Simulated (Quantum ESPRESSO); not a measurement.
# As2Pt (Sperrylite): spin-resolved density of states, part 2 of 2

Where do the states of the two spins of As2Pt (Sperrylite) lie?

Quantum ESPRESSO 7.5; PBEsol; plane waves with GBRV 1.5 PBEsol potentials, no spin-orbit coupling.

So far: Starting point; Ground-state run.

## Step 3: Projected density of states

Level of this step: PBEsol; plane waves with GBRV 1.5 PBEsol potentials, no spin-orbit coupling, projections on orthogonalised atomic orbitals (Quantum ESPRESSO).

The input, projwfc.in:

```
&PROJWFC
  prefix = 'pwscf'
  outdir = './tmp'
  filpdos = 'pdos'
  ngauss = 0
  degauss = 0.01
  DeltaE = 0.05
  Emin = 3.51
  Emax = 17.51
/
```

On the command line:

```sh
> OMP_NUM_THREADS=1 mpirun -n 4 projwfc.x -nk 4 -in projwfc.in > projwfc.out
```

The program printed:

```text
[banner, memory and clock lines left out]
Program PROJWFC v.7.5 starts

     [... lines left out ...]
     IMPORTANT: XC functional enforced from input :
     Exchange-correlation= PBESOL
                           (   1   4  10   8   0   0   0)
     Any further DFT definition will be discarded
     Please, verify this is what you really want

     G-vector sticks info

     negative rho (up, down):  3.364E-01 3.364E-01

     Gaussian broadening (read from input): ngauss,degauss=   0    0.010000

     Calling projwave ....

  Problem Sizes
  natomwfc =           80
  nbnd     =           72
  nkstot   =           60
  npwx     =         6152
  nkb      =          216

     Atomic states used for projection
     (read from pseudopotential files):

     state #   1: atom   1 (As ), wfc  1 (l=0 m= 1)
     state #   2: atom   1 (As ), wfc  2 (l=1 m= 1)
     state #   3: atom   1 (As ), wfc  2 (l=1 m= 2)
     state #   4: atom   1 (As ), wfc  2 (l=1 m= 3)
     state #   5: atom   2 (As ), wfc  1 (l=0 m= 1)
     state #   6: atom   2 (As ), wfc  2 (l=1 m= 1)
     state #   7: atom   2 (As ), wfc  2 (l=1 m= 2)
     state #   8: atom   2 (As ), wfc  2 (l=1 m= 3)
     state #   9: atom   3 (As ), wfc  1 (l=0 m= 1)
     state #  10: atom   3 (As ), wfc  2 (l=1 m= 1)
     state #  11: atom   3 (As ), wfc  2 (l=1 m= 2)
     state #  12: atom   3 (As ), wfc  2 (l=1 m= 3)
     state #  13: atom   4 (As ), wfc  1 (l=0 m= 1)
     state #  14: atom   4 (As ), wfc  2 (l=1 m= 1)
     state #  15: atom   4 (As ), wfc  2 (l=1 m= 2)
     state #  16: atom   4 (As ), wfc  2 (l=1 m= 3)
     state #  17: atom   5 (As ), wfc  1 (l=0 m= 1)
     state #  18: atom   5 (As ), wfc  2 (l=1 m= 1)
     state #  19: atom   5 (As ), wfc  2 (l=1 m= 2)
     state #  20: atom   5 (As ), wfc  2 (l=1 m= 3)
     state #  21: atom   6 (As ), wfc  1 (l=0 m= 1)
     state #  22: atom   6 (As ), wfc  2 (l=1 m= 1)
     state #  23: atom   6 (As ), wfc  2 (l=1 m= 2)
     state #  24: atom   6 (As ), wfc  2 (l=1 m= 3)
     state #  25: atom   7 (As ), wfc  1 (l=0 m= 1)
     state #  26: atom   7 (As ), wfc  2 (l=1 m= 1)
     state #  27: atom   7 (As ), wfc  2 (l=1 m= 2)
     state #  28: atom   7 (As ), wfc  2 (l=1 m= 3)
     state #  29: atom   8 (As ), wfc  1 (l=0 m= 1)
     state #  30: atom   8 (As ), wfc  2 (l=1 m= 1)
     state #  31: atom   8 (As ), wfc  2 (l=1 m= 2)
     state #  32: atom   8 (As ), wfc  2 (l=1 m= 3)
     state #  33: atom   9 (Pt1), wfc  1 (l=1 m= 1)
     state #  34: atom   9 (Pt1), wfc  1 (l=1 m= 2)
     state #  35: atom   9 (Pt1), wfc  1 (l=1 m= 3)
     state #  36: atom   9 (Pt1), wfc  2 (l=2 m= 1)
     state #  37: atom   9 (Pt1), wfc  2 (l=2 m= 2)
     state #  38: atom   9 (Pt1), wfc  2 (l=2 m= 3)
     state #  39: atom   9 (Pt1), wfc  2 (l=2 m= 4)
     state #  40: atom   9 (Pt1), wfc  2 (l=2 m= 5)
     state #  41: atom   9 (Pt1), wfc  3 (l=0 m= 1)
     state #  42: atom   9 (Pt1), wfc  4 (l=1 m= 1)
     state #  43: atom   9 (Pt1), wfc  4 (l=1 m= 2)
     state #  44: atom   9 (Pt1), wfc  4 (l=1 m= 3)
     state #  45: atom  10 (Pt1), wfc  1 (l=1 m= 1)
     state #  46: atom  10 (Pt1), wfc  1 (l=1 m= 2)
     state #  47: atom  10 (Pt1), wfc  1 (l=1 m= 3)
     state #  48: atom  10 (Pt1), wfc  2 (l=2 m= 1)
     state #  49: atom  10 (Pt1), wfc  2 (l=2 m= 2)
     state #  50: atom  10 (Pt1), wfc  2 (l=2 m= 3)
     state #  51: atom  10 (Pt1), wfc  2 (l=2 m= 4)
     state #  52: atom  10 (Pt1), wfc  2 (l=2 m= 5)
     state #  53: atom  10 (Pt1), wfc  3 (l=0 m= 1)
     state #  54: atom  10 (Pt1), wfc  4 (l=1 m= 1)
     state #  55: atom  10 (Pt1), wfc  4 (l=1 m= 2)
     state #  56: atom  10 (Pt1), wfc  4 (l=1 m= 3)
[...]
state #  65: atom  11 (Pt2), wfc  3 (l=0 m= 1)
     state #  66: atom  11 (Pt2), wfc  4 (l=1 m= 1)
     state #  67: atom  11 (Pt2), wfc  4 (l=1 m= 2)
     state #  68: atom  11 (Pt2), wfc  4 (l=1 m= 3)
     state #  69: atom  12 (Pt2), wfc  1 (l=1 m= 1)
     state #  70: atom  12 (Pt2), wfc  1 (l=1 m= 2)
     state #  71: atom  12 (Pt2), wfc  1 (l=1 m= 3)
     state #  72: atom  12 (Pt2), wfc  2 (l=2 m= 1)
     state #  73: atom  12 (Pt2), wfc  2 (l=2 m= 2)
     state #  74: atom  12 (Pt2), wfc  2 (l=2 m= 3)
     state #  75: atom  12 (Pt2), wfc  2 (l=2 m= 4)
     state #  76: atom  12 (Pt2), wfc  2 (l=2 m= 5)
     state #  77: atom  12 (Pt2), wfc  3 (l=0 m= 1)
     state #  78: atom  12 (Pt2), wfc  4 (l=1 m= 1)
     state #  79: atom  12 (Pt2), wfc  4 (l=1 m= 2)
     state #  80: atom  12 (Pt2), wfc  4 (l=1 m= 3)

 [... projections of the bands left out ...]

Lowdin Charges:

     Atom #   1: total charge =   4.3928, s =  1.3787, p =  3.0140, d =  0.0000,
                 spin up      =   2.1964, s =  0.6894,
                 spin up      =   2.1964, p =  1.5070, pz=  0.5023, px=  0.5023, py=  0.5023,
                 spin up      =   2.1964, d =  0.0000, dz2=  0.0000, dxz=  0.0000, dyz=  0.0000, dx2-y2=  0.0000, dxy=  0.0000,
                 spin down    =   2.1964, s =  0.6894,
                 spin down    =   2.1964, p =  1.5070, pz=  0.5023, px=  0.5023, py=  0.5023,
                 spin down    =   2.1964, d =  0.0000, dz2=  0.0000, dxz=  0.0000, dyz=  0.0000, dx2-y2=  0.0000, dxy=  0.0000,
                 polarization =   0.0000, s = -0.0000, p =  0.0000, d =  0.0000,
     Atom #   2: total charge =   4.3928, s =  1.3787, p =  3.0140, d =  0.0000,
                 spin up      =   2.1964, s =  0.6894,
                 spin up      =   2.1964, p =  1.5070, pz=  0.5023, px=  0.5023, py=  0.5023,
                 spin up      =   2.1964, d =  0.0000, dz2=  0.0000, dxz=  0.0000, dyz=  0.0000, dx2-y2=  0.0000, dxy=  0.0000,
                 spin down    =   2.1964, s =  0.6894,
                 spin down    =   2.1964, p =  1.5070, pz=  0.5023, px=  0.5023, py=  0.5023,
                 spin down    =   2.1964, d =  0.0000, dz2=  0.0000, dxz=  0.0000, dyz=  0.0000, dx2-y2=  0.0000, dxy=  0.0000,
                 polarization =   0.0000, s = -0.0000, p =  0.0000, d =  0.0000,
     Atom #   3: total charge =   4.3928, s =  1.3787, p =  3.0140, d =  0.0000,
                 spin up      =   2.1964, s =  0.6894,
                 spin up      =   2.1964, p =  1.5070, pz=  0.5023, px=  0.5023, py=  0.5023,
                 spin up      =   2.1964, d =  0.0000, dz2=  0.0000, dxz=  0.0000, dyz=  0.0000, dx2-y2=  0.0000, dxy=  0.0000,
                 spin down    =   2.1964, s =  0.6894,
                 spin down    =   2.1964, p =  1.5070, pz=  0.5023, px=  0.5023, py=  0.5023,
                 spin down    =   2.1964, d =  0.0000, dz2=  0.0000, dxz=  0.0000, dyz=  0.0000, dx2-y2=  0.0000, dxy=  0.0000,
                 polarization =  -0.0000, s =  0.0000, p = -0.0000, d =  0.0000,
     Atom #   4: total charge =   4.3928, s =  1.3787, p =  3.0140, d =  0.0000,
                 spin up      =   2.1964, s =  0.6894,
                 spin up      =   2.1964, p =  1.5070, pz=  0.5023, px=  0.5023, py=  0.5023,
                 spin up      =   2.1964, d =  0.0000, dz2=  0.0000, dxz=  0.0000, dyz=  0.0000, dx2-y2=  0.0000, dxy=  0.0000,
                 spin down    =   2.1964, s =  0.6894,
                 spin down    =   2.1964, p =  1.5070, pz=  0.5023, px=  0.5023, py=  0.5023,
                 spin down    =   2.1964, d =  0.0000, dz2=  0.0000, dxz=  0.0000, dyz=  0.0000, dx2-y2=  0.0000, dxy=  0.0000,
                 polarization =  -0.0000, s =  0.0000, p = -0.0000, d =  0.0000,
     Atom #   5: total charge =   4.3928, s =  1.3787, p =  3.0140, d =  0.0000,
                 spin up      =   2.1964, s =  0.6894,
                 spin up      =   2.1964, p =  1.5070, pz=  0.5023, px=  0.5023, py=  0.5023,
                 spin up      =   2.1964, d =  0.0000, dz2=  0.0000, dxz=  0.0000, dyz=  0.0000, dx2-y2=  0.0000, dxy=  0.0000,
                 spin down    =   2.1964, s =  0.6894,
                 spin down    =   2.1964, p =  1.5070, pz=  0.5023, px=  0.5023, py=  0.5023,
                 spin down    =   2.1964, d =  0.0000, dz2=  0.0000, dxz=  0.0000, dyz=  0.0000, dx2-y2=  0.0000, dxy=  0.0000,
                 polarization =   0.0000, s = -0.0000, p =  0.0000, d =  0.0000,
     Atom #   6: total charge =   4.3928, s =  1.3787, p =  3.0140, d =  0.0000,
                 spin up      =   2.1964, s =  0.6894,
                 spin up      =   2.1964, p =  1.5070, pz=  0.5023, px=  0.5023, py=  0.5023,
                 spin up      =   2.1964, d =  0.0000, dz2=  0.0000, dxz=  0.0000, dyz=  0.0000, dx2-y2=  0.0000, dxy=  0.0000,
                 spin down    =   2.1964, s =  0.6894,
                 spin down    =   2.1964, p =  1.5070, pz=  0.5023, px=  0.5023, py=  0.5023,
                 spin down    =   2.1964, d =  0.0000, dz2=  0.0000, dxz=  0.0000, dyz=  0.0000, dx2-y2=  0.0000, dxy=  0.0000,
                 polarization =   0.0000, s = -0.0000, p =  0.0000, d =  0.0000,
     Atom #   7: total charge =   4.3928, s =  1.3787, p =  3.0140, d =  0.0000,
                 spin up      =   2.1964, s =  0.6894,
                 spin up      =   2.1964, p =  1.5070, pz=  0.5023, px=  0.5023, py=  0.5023,
                 spin up      =   2.1964, d =  0.0000, dz2=  0.0000, dxz=  0.0000, dyz=  0.0000, dx2-y2=  0.0000, dxy=  0.0000,
                 spin down    =   2.1964, s =  0.6894,
                 spin down    =   2.1964, p =  1.5070, pz=  0.5023, px=  0.5023, py=  0.5023,
                 spin down    =   2.1964, d =  0.0000, dz2=  0.0000, dxz=  0.0000, dyz=  0.0000, dx2-y2=  0.0000, dxy=  0.0000,
                 polarization =  -0.0000, s =  0.0000, p = -0.0000, d =  0.0000,
     Atom #   8: total charge =   4.3928, s =  1.3787, p =  3.0140, d =  0.0000,
                 spin up      =   2.1964, s =  0.6894,
                 spin up      =   2.1964, p =  1.5070, pz=  0.5023, px=  0.5023, py=  0.5023,
                 spin up      =   2.1964, d =  0.0000, dz2=  0.0000, dxz=  0.0000, dyz=  0.0000, dx2-y2=  0.0000, dxy=  0.0000,
                 spin down    =   2.1964, s =  0.6894,
                 spin down    =   2.1964, p =  1.5070, pz=  0.5023, px=  0.5023, py=  0.5023,
                 spin down    =   2.1964, d =  0.0000, dz2=  0.0000, dxz=  0.0000, dyz=  0.0000, dx2-y2=  0.0000, dxy=  0.0000,
                 polarization =  -0.0000, s =  0.0000, p = -0.0000, d =  0.0000,
     Atom #   9: total charge =  17.1506, s =  0.7287, p =  7.6157, d =  8.8061,
                 spin up      =   8.5753, s =  0.3644,
                 spin up      =   8.5753, p =  3.8078, pz=  1.2693, px=  1.2693, py=  1.2693,
                 spin up      =   8.5753, d =  4.4031, dz2=  0.8534, dxz=  0.8988, dyz=  0.8988, dx2-y2=  0.8534, dxy=  0.8988,
                 spin down    =   8.5753, s =  0.3644,
                 spin down    =   8.5753, p =  3.8079, pz=  1.2693, px=  1.2693, py=  1.2693,
                 spin down    =
```

Wall time 4.9 s (4 MPI ranks of Arm Neoverse V2, shared host); peak memory 0.51 GiB; 21 s of CPU time.

The density of states has structure finer than the step of the table below, so its rows give means over 0.5 eV, whole bins alone (the curve runs from -9.00 to 5.05 eV). Peaks (eV: height): up = down -5.90: 8.01, -4.45: 8.65, -3.65: 12.6, -0.85: 6.51; As1 p up -6.60: 0.407, -1.85: 0.408, -0.85: 0.525, 4.00: 0.534; As1 p down -6.60: 0.407, -1.85: 0.408, -0.85: 0.525, 4.00: 0.534; Pt9 d up -5.85: 1.08, -4.40: 1.4, -3.65: 2.74; Pt9 d down -5.85: 1.08, -4.40: 1.4, -3.65: 2.74.

Gaussian broadening of 0.136 eV on the SCF mesh. Density of states against energy, zero at the Fermi level; means over each step; values in states/eV/cell:

| energy (eV) | up = down | As1 p up | As1 p down | Pt9 d up | Pt9 d down |
| --- | --- | --- | --- | --- | --- |
| -8.5 | 0.0100 | 3.2e-5 | 3.2e-5 | 0 | 0 |
| -8.0 | 0 | 0 | 0 | 0 | 0 |
| -7.5 | 0 | 0 | 0 | 0 | 0 |
| -7.0 | 0.557 | 0.0376 | 0.0376 | 0.0423 | 0.0423 |
| -6.5 | 5.17 | 0.347 | 0.346 | 0.414 | 0.414 |
| -6.0 | 6.76 | 0.356 | 0.356 | 0.834 | 0.834 |
| -5.5 | 4.46 | 0.183 | 0.183 | 0.675 | 0.675 |
| -5.0 | 3.22 | 0.135 | 0.135 | 0.440 | 0.440 |
| -4.5 | 7.04 | 0.235 | 0.235 | 1.11 | 1.11 |
| -4.0 | 6.71 | 0.103 | 0.103 | 1.36 | 1.36 |
| -3.5 | 8.76 | 0.107 | 0.107 | 1.84 | 1.84 |
| -3.0 | 5.13 | 0.173 | 0.173 | 0.760 | 0.760 |
| -2.5 | 2.89 | 0.147 | 0.147 | 0.321 | 0.321 |
| -2.0 | 5.16 | 0.339 | 0.339 | 0.392 | 0.392 |
| -1.5 | 2.64 | 0.204 | 0.204 | 0.123 | 0.123 |
| -1.0 | 3.97 | 0.328 | 0.328 | 0.120 | 0.120 |
| -0.5 | 1.45 | 0.122 | 0.122 | 0.0359 | 0.0359 |
| 0.0 | 0.161 | 0.00898 | 0.00898 | 0.0112 | 0.0112 |
| 0.5 | 0.636 | 0.0326 | 0.0326 | 0.0579 | 0.0579 |
| 1.0 | 2.70 | 0.152 | 0.152 | 0.202 | 0.202 |
| 1.5 | 2.29 | 0.149 | 0.149 | 0.142 | 0.142 |
| 2.0 | 2.83 | 0.209 | 0.209 | 0.145 | 0.145 |
| 2.5 | 3.06 | 0.226 | 0.226 | 0.154 | 0.154 |
| 3.0 | 2.44 | 0.193 | 0.193 | 0.104 | 0.104 |
| 3.5 | 2.44 | 0.207 | 0.207 | 0.0807 | 0.0807 |
| 4.0 | 4.95 | 0.444 | 0.444 | 0.114 | 0.114 |
| 4.5 | 1.76 | 0.168 | 0.168 | 0.0294 | 0.0294 |

## Step 4: Outcome

```yaml
state: non-magnetic
```

**Reading.** Distinct peaks of the density of states (up = down) stand at -5.90, -4.45, -3.65, -0.85 and 4.00 eV; the one at -3.65 eV is strongest. These are Kohn–Sham states without spin–orbit coupling, on the mesh of the self-consistent run. Energies are free energies at an electronic temperature of 1160 K, which lowers moments and differences where the moments are itinerant.

[Logs and program files are shortened in this print: banners, set-up blocks, solver, clock and traceback lines can be left out without a mark of their own.]

[Logs are printed without paths, hosts, clocks, repeated set-up lines and the standing remarks that a program may print on its own settings, such as how far it seeks lower states.]

[Hosts, paths, dates, database ids (printed as entryN), source tags and the programs' standing remarks are cut or masked in the printed files.]

[Where a cell is said to come from a database of computed structures, the database is the Materials Project.]
